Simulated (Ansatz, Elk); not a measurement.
**How far do independent atoms describe LiCu5?**

Structure refinements treat a crystal as free atoms side by side. For a made-up structure of LiCu5 (cell and positions from a PBE relaxation) the runs below show what the calculated density changes in F(hkl).

Main program and level: Elk 11.2.3 (patched build); DFT, PBE, all-electron APW+lo, Dirac cores, scalar-relativistic bands, static density, no spin.

The structure was built from a prototype and need not be the compound's stable phase.

## Step 1: Starting point

The structure is hexagonal, space group P6/mmm (No. 191). Conventional cell: a = 4.874 Å, b = 4.874 Å, c = 4.081 Å, α = 90.00°, β = 90.00°, γ = 120.00°. Nearest to Cu lie 9 Cu at 2.48 to 2.81 Å and 3 Li at 2.81 Å. Nearest to Cu lie 8 Cu at 2.44 to 2.48 Å. Nearest to Li lie 6 Cu at 2.81 Å. Farther neighbours are not listed.

## Step 2: Ground state and structure factors

An all-electron density is needed, since X-rays see the cores too. Task 0 finds the density and task 195 Fourier-transforms it; tshift is off so that phases refer to the origin typed.

elk.in

```
tasks
  0
  195

xctype
  20

spinpol
  .false.

rgkmax
  7.0

gmaxvr
  14.0

lmaxo
  7

lmaxapw
  8

swidth
  0.002

tshift
  .false.

ramdisk
  .false.

hmaxvr
  5.5

maxscl
  120

epspot
  1e-06

sppath
  './'

avec
  9.21139299981 0.00000000000 0.00000000000
  -4.60569649991 7.97730034208 0.00000000000
  0.00000000000 0.00000000000 7.71212914581

atoms
  2
  'Cu.in'
  5
  0.6666666667 0.3333333333 0.0000000000   0.000000 0.000000 0.000000
  0.3333333333 0.6666666667 0.0000000000   0.000000 0.000000 0.000000
  0.0000000000 0.5000000000 0.5000000000   0.000000 0.000000 0.000000
  0.5000000000 0.5000000000 0.5000000000   0.000000 0.000000 0.000000
  0.5000000000 0.0000000000 0.5000000000   0.000000 0.000000 0.000000
  'Li.in'
  1
  0.0000000000 0.0000000000 0.0000000000   0.000000 0.000000 0.000000

ngridk
  5 5 6
```

Launch:

```
> OMP_NUM_THREADS=4 elk
```

Numbers of over 12 decimals in the logs are rounded to 6 here.

What it wrote:

```text
┌─────────────────────────┐
│ Elk code version 11.2.3 │
└─────────────────────────┘

All units are atomic (Hartree, Bohr, etc.)

┌─────────────────────────────────────────────────┐
│ Ground-state run starting from atomic densities │
└─────────────────────────────────────────────────┘

Lattice vectors :
   9.211393000       0.000000000       0.000000000
  -4.605696500       7.977300342       0.000000000
   0.000000000       0.000000000       7.712129146

Reciprocal lattice vectors :
  0.6821102202      0.3938165192      -0.000000000
   0.000000000      0.7876330385       0.000000000
   0.000000000      -0.000000000      0.8147147420

Unit cell volume      :    566.7030481
Brillouin zone volume :   0.4377075688

Muffin-tin inner radius fraction :   0.1000000000E-01

Nuclei treated as point charges

Species : 1 (Cu)
 parameters loaded from : Cu.in
 name : copper
 nuclear charge    :   -29.00000000
 electronic charge :    29.00000000
 atomic mass :    115837.2717
 muffin-tin radius :    2.277848250
 number of radial points in muffin-tin :    993
 inner part over the whole radius :   0.9889336789E-02
 number on inner part of muffin-tin    :    700
 approximate nuclear radius :   0.7406004541E-04
 number of mesh points to nuclear radius :    337
 atomic positions (lattice), magnetic fields (Cartesian) :
  1 :  -0.33333333  0.33333333  0.00000000    0.00000000  0.00000000  0.00000000
  2 :   0.33333333 -0.33333333  0.00000000    0.00000000  0.00000000  0.00000000
  3 :   0.00000000  0.50000000  0.50000000    0.00000000  0.00000000  0.00000000
  4 :   0.50000000  0.50000000  0.50000000    0.00000000  0.00000000  0.00000000
  5 :   0.50000000  0.00000000  0.50000000    0.00000000  0.00000000  0.00000000

Species : 2 (Li)
 parameters loaded from : Li.in
 name : lithium
 nuclear charge    :   -3.000000000
 electronic charge :    3.000000000
 atomic mass :    12652.66898
 muffin-tin radius :    1.800000000
 number of radial points in muffin-tin :    593
 inner part over the whole radius :   0.9806707936E-02
 number on inner part of muffin-tin    :    401
 approximate nuclear radius :   0.4000070961E-04
 number of mesh points to nuclear radius :    148
 atomic positions (lattice), magnetic fields (Cartesian) :
  1 :   0.00000000  0.00000000  0.00000000    0.00000000  0.00000000  0.00000000

Total number of atoms per unit cell :    6
Total muffin-tin volume :    271.9619518
 ratio of muffin-tin to unit cell volume :   0.4799020451

Spin treatment :
 spin-unpolarised

Number of Bravais lattice symmetries :   24
Number of crystal symmetries         :   24
Crystal has inversion symmetry
Real symmetric eigensolver will be used

k-point grid :      5     5     6
k-point offset :    0.000000000       0.000000000       0.000000000
k-point set is reduced with full crystal symmetry group
Total number of k-points :       20

Muffin-tin radius times maximum |G+k| :    7.000000000
 using average radius
Maximum |G+k| for APW functions       :    3.184413660
Maximum (1/2)|G+k|²                   :    5.070245179
Maximum |G| for potential and density :    14.00000000
Constant for pseudocharge density :    8
 order of it for each species :   15  15
 order of it for pair densities of each species (exact exchange by exxq0 0: 16) :   10   5
Radial integration step length :    1

G-vector grid sizes :     42    42    35
Number of G-vectors :    26285

Maximum angular momentum used for
 APW functions            :    8
 outer part of muffin-tin :    7
 inner part of muffin-tin :    2

Total nuclear charge    :   -148.0000000
Total core charge       :    60.00000000
Total valence charge    :    88.00000000
Total excess charge     :    0.000000000
Total electronic charge :    148.0000000

Effective Wigner radius, rₛ :   0.9705138585

Number of empty states         :     24
Total number of valence states :     69
Total number of core states    :     60

Third-order local-orbitals added for an l without core states : T
Total number of local-orbitals :    119

[...]
electron entropic           :    -0.67816465833246E-03
 total energy                :     -8284.5513715187

Density of states at Fermi energy :    49.93702842
 (states/Hartree/unit cell)

Estimated indirect band gap :   0.3132151803E-02
 from k-point 19 to k-point 15
Estimated direct band gap   :   0.1584280800E-01
 at k-point 15

Charges :
 core                        :    60.00000000
 valence                     :    88.00000000
 interstitial                :    7.474567392
 muffin-tins (core leakage)
  species : 1 (Cu)
   atom 1                    :    27.62871601     (  0.3426304592E-03)
[...]
species : 2 (Li)
   atom 1                    :    2.164260360     (   0.000000000    )
 total in muffin-tins        :    140.5254326
 total calculated charge     :    147.9979922
 total charge                :    148.0000000
 error                       :   0.2007813143E-02

RMS change in Kohn-Sham potential (target) :    5.186202203     (  0.1000000000E-05)
Absolute change in total energy (target)   :    2.683273257     (  0.1000000000E-03)

[... loops 3 to 18 left out ...]

┌──────────────────┐
│ Loop number : 19 │
└──────────────────┘

Energies :
 Fermi                       :     0.166270
 sum of occupied eigenvalues :     -4752.1471425395
 electron kinetic            :      8424.2485452095
 core electron kinetic       :      7493.5854948674
 Coulomb                     :     -16366.900287947
 Coulomb potential           :     -12734.564167562
 nuclear-nuclear             :     -1150.1265021714
 electron-nuclear            :     -17736.423290528
 Hartree                     :      2519.6495047525
 Madelung                    :     -9999.6182041658
 xc potential                :     -441.83152018746
 exchange                    :     -332.96056006110
 correlation                 :     -7.040626
 electron entropic           :    -0.54638645382409E-03
 total energy                :     -8282.6534746890

Density of states at Fermi energy :    44.76479337
 (states/Hartree/unit cell)

Estimated indirect band gap :   0.9884265284E-02
 from k-point 19 to k-point 16
Estimated direct band gap   :   0.2376220244E-01
 at k-point 15

Charges :
 core                        :    60.00000000
 valence                     :    88.00000000
 interstitial                :    5.872013879
 muffin-tins (core leakage)
  species : 1 (Cu)
[...]
species : 2 (Li)
   atom 1                    :    2.104071078     (   0.000000000    )
 total in muffin-tins        :    142.1279861
 total calculated charge     :    147.9981884
 total charge                :    148.0000000
 error                       :   0.1811603686E-02

RMS change in Kohn-Sham potential (target) :   0.6345685819E-06 (  0.1000000000E-05)
Absolute change in total energy (target)   :   0.1883267032E-05 (  0.1000000000E-03)

Convergence targets achieved

┌──────────────────┐
│ Loop number : 20 │
└──────────────────┘

Energies :
 Fermi                       :     0.166270
 sum of occupied eigenvalues :     -4752.1471476321
 electron kinetic            :      8424.2485452188
 core electron kinetic       :      7493.5855025871
 Coulomb                     :     -16366.900280370
 Coulomb potential           :     -12734.564180156
 nuclear-nuclear             :     -1150.1265021714
 electron-nuclear            :     -17736.423262813
 Hartree                     :      2519.6494846140
 Madelung                    :     -9999.6181902922
 xc potential                :     -441.83151269478
 exchange                    :     -332.96055899666
 correlation                 :     -7.040626
 electron entropic           :    -0.54638651900327E-03
 total energy                :     -8282.6534660351

Density of states at Fermi energy :    44.76479825
 (states/Hartree/unit cell)

Estimated indirect band gap :   0.9884249881E-02
 from k-point 19 to k-point 16
Estimated direct band gap   :   0.2376219933E-01
 at k-point 15

Charges :
 core                        :    60.00000000
 valence                     :    88.00000000
 interstitial                :    5.872014407
 muffin-tins (core leakage)
  species : 1 (Cu)
[...]
atom 3                    :    28.02773177     (  0.3119104354E-03)
   atom 4                    :    28.02773177     (  0.3119104354E-03)
   atom 5                    :    28.02773177     (  0.3119104354E-03)
  species : 2 (Li)
   atom 1                    :    2.104071086     (   0.000000000    )
 total in muffin-tins        :    142.1279856
 total calculated charge     :    147.9981884
 total charge                :    148.0000000
 error                       :   0.1811603728E-02

┌──────────────────────────────┐
│ Self-consistent loop stopped │
└──────────────────────────────┘

Warning : core states of species 1 leak from the muffin-tin :   0.3119104354E-03

Wrote STATE.OUT
```

Wall time 39 s (4 threads of Arm Neoverse V1, shared host); peak memory 0.19 GiB.

SFACRHO.OUT:

```text

h k l indices transformed by vhmat matrix:
   1.000000000       0.000000000       0.000000000    
   0.000000000       1.000000000       0.000000000    
   0.000000000       0.000000000       1.000000000    

      h      k      l  multipl.   |H|            Re(F)            Im(F)           |F|

      0      0      0      1   0.0000000       148.00000     -0.16347287E-16   148.00000    
     -1      1      0      6  0.78763304      -50.687192     -0.64166410E-14   50.687192    
      0      0      1      2  0.81471474      -24.106260      0.90467718E-14   24.106260    
      1     -1     -1     12   1.1331928       1.8755769     -0.98043490E-14   1.8755769    
      1      1      0      6   1.3642204       24.801290     -0.10147071E-13   24.801290    
      0     -2      0      6   1.5752661       45.270931     -0.12202254E-14   45.270931    
     -1     -1     -1     12   1.5889800       66.854467      0.12258859E-13   66.854467    
      0      0     -2      2   1.6294295       109.22139      0.15817347E-13   109.22139    
     -2      0     -1     12   1.7734777      -81.443778     -0.17814873E-13   81.443778    
      0      1      2     12   1.8098083      -39.556794      0.17930817E-13   39.556794    
      2      1      0     12   2.0838811      -36.860528      0.12571225E-13   36.860528    
      2     -1     -2     12   2.1251207       20.419222     -0.43368129E-14   20.419222    
      2     -3      1     24   2.2374809       1.3931245      0.48485138E-14   1.3931245    
      2      0     -2     12   2.2663856       37.931674     -0.20208215E-14   37.931674    
      0     -3      0      6   2.3628991       19.206417      0.28251376E-14   19.206417    
      0      0      3      2   2.4441442      -16.049205      0.19239161E-13   16.049205    
     -3      3      1     12   2.4994104       52.766126     -0.32835227E-13   52.766126    
      1     -1     -3     12   2.5679188       1.2642996     -0.88295327E-14   1.2642996
```

Elk indexes on the primitive cell of elk.in and gives |H| = 4π sin θ/λ in inverse bohr. Below, one row stands for each form hkl of the conventional cell (m members, Friedel mates merged), F is for one primitive cell and the density is static (no thermal factor). Free-atom factors are Waasmaier and Kirfel's, and R is Σm||F|−|F'||/Σm|F|.

| hkl | m | sin θ/λ (Å⁻¹) | abs F, DFT | neutral atoms | diff. |
| --- | --- | --- | --- | --- | --- |
| 100 | 6 | 0.118 | 50.687 | 50.872 | -0.185 |
| 001 | 2 | 0.122 | 24.106 | 24.285 | -0.178 |
| 101 | 12 | 0.170 | 1.876 | 1.826 | +0.049 |
| 110 | 6 | 0.205 | 24.801 | 25.079 | -0.277 |
| 200 | 6 | 0.237 | 45.271 | 46.016 | -0.745 |
| 111 | 12 | 0.239 | 66.855 | 67.963 | -1.108 |
| 002 | 2 | 0.245 | 109.221 | 111.036 | -1.815 |
| 201 | 12 | 0.267 | 81.444 | 82.745 | -1.302 |
| 102 | 12 | 0.272 | 39.557 | 40.191 | -0.634 |
| 210 | 12 | 0.313 | 36.861 | 37.315 | -0.455 |
| 112 | 12 | 0.320 | 20.419 | 20.645 | -0.226 |
| 211 | 24 | 0.337 | 1.393 | 1.425 | -0.032 |
| 202 | 12 | 0.341 | 37.932 | 38.297 | -0.365 |
| 300 | 6 | 0.355 | 19.206 | 19.328 | -0.122 |
| 003 | 2 | 0.367 | 16.049 | 16.193 | -0.144 |
| 301 | 12 | 0.376 | 52.766 | 53.144 | -0.378 |
| 103 | 12 | 0.386 | 1.264 | 1.304 | -0.040 |
| 212 | 24 | 0.398 | 31.742 | 31.872 | -0.130 |
| 220 | 6 | 0.410 | 81.900 | 82.191 | -0.290 |
| 113 | 12 | 0.421 | 48.758 | 48.828 | -0.070 |
| 310 | 12 | 0.427 | 30.169 | 30.172 | -0.004 |
| 221 | 12 | 0.428 | 14.449 | 14.453 | -0.004 |

## Step 3: The highest occupied states alone

An energy window below the Fermi level keeps the highest occupied states, to see at which angles they scatter; shallow core shells can lie inside it and anion s states outside. No new self-consistency is needed.

elk.in: that of step 2 with these lines changed.

```diff
@@ -1,3 +1,2 @@
 tasks
-  0
   195
@@ -40,2 +39,5 @@
 
+wsfac
+  -0.274720 0.466270
+
 sppath
```

Launch:

```
> OMP_NUM_THREADS=4 elk
```

What it wrote:

```text
┌─────────────────────────────────┐
│ Elk code version 11.2.3 started │
└─────────────────────────────────┘

Info(readinput): the functional depends on the density's gradient
 muffin-tin radial points multiplied by    2.00000
 (not where nrmtscf is given)

┌────────────────────┐
│ Current task : 195 │
└────────────────────┘
Info(checkmt): changed muffin-tin radius of species 1 (Cu) from   2.4000 to   2.2778

Info(sfacrho): density structure factors written to SFACRHO.OUT

 Energy window :  -0.2747200000      0.4662700000

┌──────────────────┐
│ Elk code stopped │
└──────────────────┘
```

Elapsed: 9.2 s, on 4 threads; peak memory 0.16 GiB.

States within 12 eV below the Fermi level hold 56.01 electrons; any levels below the window count with the cores. Their amplitudes can exceed the total, where window and core parts have opposite phase:

| hkl | sin θ/λ (Å⁻¹) | abs F, window | abs F, all |
| --- | --- | --- | --- |
| 100 | 0.118 | 17.714 | 50.687 |
| 001 | 0.122 | 8.606 | 24.106 |
| 101 | 0.170 | 0.060 | 1.876 |
| 110 | 0.205 | 6.635 | 24.801 |
| 200 | 0.237 | 11.683 | 45.271 |
| 111 | 0.239 | 17.404 | 66.855 |
| 002 | 0.245 | 28.393 | 109.221 |
| 201 | 0.267 | 21.054 | 81.444 |
| 102 | 0.272 | 10.320 | 39.557 |
| 210 | 0.313 | 8.877 | 36.861 |

## Step 4: Another functional

The difference from free atoms is small, so it is set against the change that PBEsol makes.

elk.in: that of step 3 with these lines changed.

```diff
@@ -1,2 +1,3 @@
 tasks
+  0
   195
@@ -4,3 +5,3 @@
 xctype
-  20
+  22
 
@@ -39,5 +40,2 @@
 
-wsfac
-  -0.274720 0.466270
-
 sppath
```

Launch:

```
> OMP_NUM_THREADS=4 elk
```

What it wrote:

```text
┌─────────────────────────┐
│ Elk code version 11.2.3 │
└─────────────────────────┘

All units are atomic (Hartree, Bohr, etc.)

┌─────────────────────────────────────────────────┐
│ Ground-state run starting from atomic densities │
└─────────────────────────────────────────────────┘

Lattice vectors :
   9.211393000       0.000000000       0.000000000
  -4.605696500       7.977300342       0.000000000
   0.000000000       0.000000000       7.712129146

Reciprocal lattice vectors :
  0.6821102202      0.3938165192      -0.000000000
[...]
species : 1 (Cu)
[...]
atom 4                    :    28.02645965     (  0.3178862453E-03)
   atom 5                    :    28.02645965     (  0.3178862453E-03)
  species : 2 (Li)
   atom 1                    :    2.101754781     (   0.000000000    )
 total in muffin-tins        :    142.1191127
 total calculated charge     :    147.9981556
 total charge                :    148.0000000
 error                       :   0.1844368478E-02

┌──────────────────────────────┐
│ Self-consistent loop stopped │
└──────────────────────────────┘

Warning : core states of species 1 leak from the muffin-tin :   0.3178862453E-03

Wrote STATE.OUT
[key lines of the parts left out:]
total energy                :     -8275.8921567037
```

It took 39 s on 4 threads; peak memory 0.19 GiB; 1.9 min of CPU time.

Against the first run R = 0.03 %; the largest change is -0.046 at 002.

## Step 5: Basis size

The basis and the expansions that go with it are enlarged, to see whether the differences are converged.

elk.in: that of step 4 with these lines changed.

```diff
@@ -5,3 +5,3 @@
 xctype
-  22
+  20
 
@@ -11,12 +11,12 @@
 rgkmax
-  7.0
+  8.5
 
 gmaxvr
-  14.0
+  18.0
 
 lmaxo
-  7
+  9
 
 lmaxapw
-  8
+  10
```

Launch:

```
> OMP_NUM_THREADS=4 elk
```

What it wrote:

```text
┌─────────────────────────┐
│ Elk code version 11.2.3 │
└─────────────────────────┘

All units are atomic (Hartree, Bohr, etc.)

┌─────────────────────────────────────────────────┐
│ Ground-state run starting from atomic densities │
└─────────────────────────────────────────────────┘

Lattice vectors :
   9.211393000       0.000000000       0.000000000
  -4.605696500       7.977300342       0.000000000
   0.000000000       0.000000000       7.712129146

Reciprocal lattice vectors :
  0.6821102202      0.3938165192      -0.000000000
[...]
species : 1 (Cu)
[...]
atom 4                    :    28.03509178     (  0.3122441699E-03)
   atom 5                    :    28.03509178     (  0.3122441699E-03)
  species : 2 (Li)
   atom 1                    :    2.104846426     (   0.000000000    )
 total in muffin-tins        :    142.1662550
 total calculated charge     :    147.9984864
 total charge                :    148.0000000
 error                       :   0.1513621193E-02

┌──────────────────────────────┐
│ Self-consistent loop stopped │
└──────────────────────────────┘

Warning : core states of species 1 leak from the muffin-tin :   0.3122441699E-03

Wrote STATE.OUT
[key lines of the parts left out:]
total energy                :     -8282.6802694396
```

The job ended after 94 s (4 threads; peak memory 0.37 GiB).

Against the first run R = 0.01 %; the largest change is -0.014 at 222.

## Step 6: Settings against the effect

| run | R against the first run (%) | R against neutral atoms, low angle (%) | wall time |
| --- | --- | --- | --- |
| PBE, rgkmax 7 | 0.00 | 1.48 | 39 s |
| PBEsol | 0.03 | 1.51 | 39 s |
| rgkmax 8.5 with larger expansions | 0.01 | 1.47 | 94 s |

## Step 7: What came out

| Item | Value |
| --- | --- |
| R against neutral atoms, sin θ/λ < 0.3 Å⁻¹ | 1.48 % |
| R against neutral atoms, 0.3 to 0.83 Å⁻¹ | 0.50 % |

In words: Independent neutral atoms miss the calculated amplitudes by R = 1.48 % below 0.3 Å⁻¹ and 0.50 % from there to 0.83 Å⁻¹; by shells, 0.42 % below 0.15 Å⁻¹ (2 forms), 1.61 % 0.15 to 0.3 (7 forms), 0.51 % 0.3 to 0.45 (16 forms), 0.50 % above 0.45 (82 forms). Bonding, aspherical density and the tables' own atoms all enter these figures, and the runs don't part them. The largest change of an amplitude is -1.81 electrons, at 002. The window's part falls from 56.0 electrons at the origin to at most 11.40 between 0.45 and 0.83 Å⁻¹, where compact states inside the window still scatter. Below 0.3 Å⁻¹ the changes that finished (PBEsol and rgkmax 8.5 with larger expansions) move F by R = 0.04 % at most, against the 1.48 % that separates it from free atoms. The k-mesh has no finished test. These runs have no spin, though d or f shells may be open. Part of the difference isn't bonding: the tables are fits to free atoms and ions calculated by other methods than this functional. Thermal motion, anomalous dispersion and extinction are left out.

[Logs are printed without paths, hosts, clocks, repeated set-up lines and the standing remarks that a program may print on its own settings, such as how far it seeks lower states.]

[Hosts, paths, dates, database ids (printed as entryN), source tags and the programs' standing remarks are cut or masked in the printed files.]
